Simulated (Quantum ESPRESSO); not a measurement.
# Magnetic state of Ni3Pt from several starts

A self-consistent run ends on one state, which hangs on the start. Several orders of Ni3Pt are started in Quantum ESPRESSO and their energies compared.

Method: LDA; plane waves with GBRV 1.5 LDA potentials, no spin-orbit coupling, in Quantum ESPRESSO 7.5.

This is a report of a sequence of runs, with most program output left out.

## Step 1: The starting structure

Symmetry: Pm-3m, No. 221, cubic system. Conventional cell: a = 3.625 Å, b = 3.625 Å, c = 3.625 Å, α = 90.00°, β = 90.00°, γ = 90.00°. Ni has 8 Ni at 2.56 Å and 4 Pt at 2.56 Å nearest. Nearest to Pt lie 12 Ni at 2.56 Å. Farther neighbours are not listed.

The cell comes from Materials Project 2023-11-01, a database of computed structures, and need not be the stable phase.

## Step 2: Run 1, typed as ferro +++

The signs are those of the starting moments on the seeded atoms, the atoms that are given a moment.

pw.in reads:

```
&CONTROL
  calculation = 'scf'
  prefix = 'pwscf'
  outdir = './tmp'
  pseudo_dir = './pseudo'
  disk_io = 'nowf'
/
&SYSTEM
  ibrav = 0
  celldm(1) = 8
  nat = 4
  ntyp = 2
  ecutwfc = 40
  ecutrho = 280
  nbnd = 46
  occupations = 'smearing'
  smearing = 'fd'
  degauss = 0.00734986
  nspin = 2
  starting_magnetization(1) = 0.0556
  starting_magnetization(2) = 0
/
&ELECTRONS
  conv_thr = 8d-09
  electron_maxstep = 150
  mixing_beta = 0.3
/
ATOMIC_SPECIES
Ni     58.6934 ni_lda_v1.4.uspp.F.UPF
Pt    195.0840 pt_lda_v1.4.uspp.F.UPF
CELL_PARAMETERS alat
   0.8561798191892    0.0000000000000    0.0000000000000
   0.0000000000000    0.8561798191892    0.0000000000000
   0.0000000000000    0.0000000000000    0.8561798191892
ATOMIC_POSITIONS crystal
Ni      0.5000000000    0.0000000000    0.5000000000
Ni      0.0000000000    0.5000000000    0.5000000000
Ni      0.5000000000    0.5000000000    0.0000000000
Pt      0.0000000000    0.0000000000    0.0000000000
K_POINTS automatic
8 8 8 0 0 0
```

Launch:

```console
> OMP_NUM_THREADS=1 mpirun -n 4 pw.x -nk 4 -in pw.in > pw.out
```

The job ended after 22 s (4 MPI ranks of Arm Neoverse V2, shared host; peak memory 0.38 GiB).

Spin moment in the atom's sphere by atom:

| atom | spin moment in the atom's sphere (μB) |
| --- | --- |
| Ni1 | 0.644 |
| Ni2 | 0.644 |
| Ni3 | 0.644 |
| Pt4 | 0.288 |

Numbers from this step:

```yaml
smearing_term_ts: 0.2180 eV
magnetization: 2.145 μB
absolute_magnetization: 2.333 μB
final_state: ferromagnetic
```

Spin density in the ac plane at fractional y = 0.000, with atoms of Ni and Pt within 0.2 Å of it.

Ten even steps from '_' (-0.1 e/Å³) to '@' (2.0 e/Å³), each cell a mean:
```
____________________________
____________________________
____________________________
____________________________
____________......__________
__________..==++--..________
__________::**@@++..________
__________..++**==..________
____________..::..__________
____________________________
____________________________
____________________________
____________________________
____________________________
```
Columns run along a (3.6 Å), rows up along c (3.6 Å). Atoms in or near the plane, at fractional coordinates: Ni at (0.50, 0.50), Pt at (0.00, 0.00).

Valence density in the ac plane at fractional y = 0.000, with atoms of Ni and Pt within 0.2 Å of it. It is the smooth field of the valence electrons, not physical close to the nuclei.

Values in e/Å³, 14 rows by 14 columns, each cell a mean:
```
 1  6  5  2  1  0  0  0  0  0  1  2  6  5
 7  6  3  1  0  0  0  0  0  0  1  1  4  6
 3  2  1  1  0  0  0  0  0  0  0  1  1  2
 1  1  1  0  0  1  1  1  1  0  0  0  1  1
 0  0  0  0  1  2  4  6  4  1  0  0  0  0
 0  0  0  0  1  6 20 28 16  4  1  0  0  0
 0  0  0  0  2 11 33 38 28  6  1  0  0  0
 0  0  0  0  1  8 24 33 20  4  1  0  0  0
 0  0  0  0  1  3  8 11  6  2  1  0  0  0
 1  1  0  0  0  1  1  2  1  1  0  0  0  1
 2  2  1  1  0  0  0  0  0  0  0  1  1  2
 6  5  2  1  0  0  0  0  0  0  1  1  3  5
 4  7  5  2  1  0  0  0  0  0  1  2  6  6
-6  4  6  2  1  0  0  0  0  0  1  3  7  1
```
Columns run along a (3.6 Å), rows up along c (3.6 Å). Atoms in or near the plane, at fractional coordinates: Ni at (0.50, 0.50), Pt at (0.00, 0.00).

## Step 3: Start 2: ferri ++−

pw.in reads:

```
&CONTROL
  calculation = 'scf'
  prefix = 'pwscf'
  outdir = './tmp'
  pseudo_dir = './pseudo'
  disk_io = 'nowf'
/
&SYSTEM
  ibrav = 0
  celldm(1) = 8
  nat = 4
  ntyp = 3
  ecutwfc = 40
  ecutrho = 280
  nbnd = 45
  occupations = 'smearing'
  smearing = 'fd'
  degauss = 0.00734986
  nspin = 2
  starting_magnetization(1) = 0.0556
  starting_magnetization(2) = -0.0556
  starting_magnetization(3) = 0
/
&ELECTRONS
  conv_thr = 8d-09
  electron_maxstep = 150
  mixing_beta = 0.3
/
ATOMIC_SPECIES
Ni1    58.6934 ni_lda_v1.4.uspp.F.UPF
Ni2    58.6934 ni_lda_v1.4.uspp.F.UPF
Pt    195.0840 pt_lda_v1.4.uspp.F.UPF
CELL_PARAMETERS alat
   0.8561798191892    0.0000000000000    0.0000000000000
   0.0000000000000    0.8561798191892    0.0000000000000
   0.0000000000000    0.0000000000000    0.8561798191892
ATOMIC_POSITIONS crystal
Ni1     0.5000000000    0.0000000000    0.5000000000
Ni1     0.0000000000    0.5000000000    0.5000000000
Ni2     0.5000000000    0.5000000000    0.0000000000
Pt      0.0000000000    0.0000000000    0.0000000000
K_POINTS automatic
8 8 8 0 0 0
```

It took 65 s on 4 MPI ranks; peak memory 0.48 GiB.

Spin moment in the atom's sphere by atom:

| atom | spin moment in the atom's sphere (μB) |
| --- | --- |
| Ni1 | 0.644 |
| Ni2 | 0.644 |
| Ni3 | 0.644 |
| Pt4 | 0.288 |

Read from the output:

```
smearing term TS       : 0.2181 eV
magnetization          : 2.145 μB
absolute magnetization : 2.333 μB
final state            : ferromagnetic
```

The typed signs were not kept.

Spin density in the ac plane at fractional y = 0.000, with atoms of Ni and Pt within 0.2 Å of it.

Ten even steps from '_' (-0.1 e/Å³) to '@' (2.0 e/Å³), each cell a mean:
```
____________________________
____________________________
____________________________
____________________________
____________......__________
__________..==++--..________
__________::**@@++..________
__________..++**==..________
____________..::..__________
____________________________
____________________________
____________________________
____________________________
____________________________
```
Columns run along a (3.6 Å), rows up along c (3.6 Å). Atoms in or near the plane, at fractional coordinates: Ni at (0.50, 0.50), Pt at (0.00, 0.00).

Valence density in the ac plane at fractional y = 0.000, with atoms of Ni and Pt within 0.2 Å of it. It is the smooth field of the valence electrons, not physical close to the nuclei.

Values in e/Å³, 14 rows by 14 columns, each cell a mean:
```
 1  6  5  2  1  0  0  0  0  0  1  2  6  5
 7  6  3  1  0  0  0  0  0  0  1  1  4  6
 3  2  1  1  0  0  0  0  0  0  0  1  1  2
 1  1  1  0  0  1  1  1  1  0  0  0  1  1
 0  0  0  0  1  2  4  6  4  1  0  0  0  0
 0  0  0  0  1  6 20 28 16  4  1  0  0  0
 0  0  0  0  2 11 33 38 28  6  1  0  0  0
 0  0  0  0  1  8 24 33 20  4  1  0  0  0
 0  0  0  0  1  3  8 11  6  2  1  0  0  0
 1  1  0  0  0  1  1  2  1  1  0  0  0  1
 2  2  1  1  0  0  0  0  0  0  0  1  1  2
 6  5  2  1  0  0  0  0  0  0  1  1  3  5
 4  7  5  2  1  0  0  0  0  0  1  2  6  6
-6  4  6  2  1  0  0  0  0  0  1  3  7  1
```
Columns run along a (3.6 Å), rows up along c (3.6 Å). Atoms in or near the plane, at fractional coordinates: Ni at (0.50, 0.50), Pt at (0.00, 0.00).

## Step 4: Run 3 (no spin polarisation)

pw.in reads:

```
&CONTROL
  calculation = 'scf'
  prefix = 'pwscf'
  outdir = './tmp'
  pseudo_dir = './pseudo'
  disk_io = 'nowf'
/
&SYSTEM
  ibrav = 0
  celldm(1) = 8
  nat = 4
  ntyp = 2
  ecutwfc = 40
  ecutrho = 280
  nbnd = 45
  occupations = 'smearing'
  smearing = 'fd'
  degauss = 0.00734986
/
&ELECTRONS
  conv_thr = 8d-09
  electron_maxstep = 150
  mixing_beta = 0.3
/
ATOMIC_SPECIES
Ni     58.6934 ni_lda_v1.4.uspp.F.UPF
Pt    195.0840 pt_lda_v1.4.uspp.F.UPF
CELL_PARAMETERS alat
   0.8561798191892    0.0000000000000    0.0000000000000
   0.0000000000000    0.8561798191892    0.0000000000000
   0.0000000000000    0.0000000000000    0.8561798191892
ATOMIC_POSITIONS crystal
Ni      0.5000000000    0.0000000000    0.5000000000
Ni      0.0000000000    0.5000000000    0.5000000000
Ni      0.5000000000    0.5000000000    0.0000000000
Pt      0.0000000000    0.0000000000    0.0000000000
K_POINTS automatic
8 8 8 0 0 0
```

The job ended after 11 s (4 MPI ranks; peak memory 0.33 GiB; 45 s of CPU time).

Read from the output:

| Property | Result |
| --- | --- |
| smearing term TS | 0.2987 eV |
| final state | non-magnetic (no spin polarisation) |

## Step 5: Energies of the orders

An order is kept where moments of 0.15 μB or more survive with the typed signs; meshes match where a doubled cell samples the same k points as the first cell.

Orders:

| start | final state | typed order kept | energy over the lowest (meV a seeded atom) | largest site moment (μB) | net moment (μB a cell of the first run) | mesh matched | CPU time (s) |
| --- | --- | --- | --- | --- | --- | --- | --- |
| ferro +++ | ferromagnetic | yes | 0 | 0.6444 | 2.145 | yes | 89.28 |
| ferri ++- | ferromagnetic | no | 0 | 0.6443 | 2.145 | yes | 259.2 |
| no spin polarisation | non-magnetic | - | 19.42 | 0 | 0 | yes | 45.03 |

## Step 6: Summary of results

| Property | Result |
| --- | --- |
| lowest state found | ferromagnetic (from ferro +++ and ferri ++-) |
| largest site moment | 0.644 μB |
| state without moments | 19.4 meV a seeded atom higher |

At this level spin polarisation gains little. 1 start left the typed signs, so such an energy belongs to the state reached, not the one typed. Only these 3 starts were compared; other wavevectors, canted and longer-period orders were not. Energies are free energies at an electronic temperature of 1160 K, which lowers moments and differences where the moments are itinerant.

[Logs and program files are shortened in this print: banners, set-up blocks, solver, clock and traceback lines can be left out without a mark of their own.]

[Logs are printed without paths, hosts, clocks, repeated set-up lines and the standing remarks that a program may print on its own settings, such as how far it seeks lower states.]

[Hosts, paths, dates, database ids (printed as entryN), source tags and the programs' standing remarks are cut or masked in the printed files.]

[Where a cell is said to come from a database of computed structures, the database is the Materials Project.]
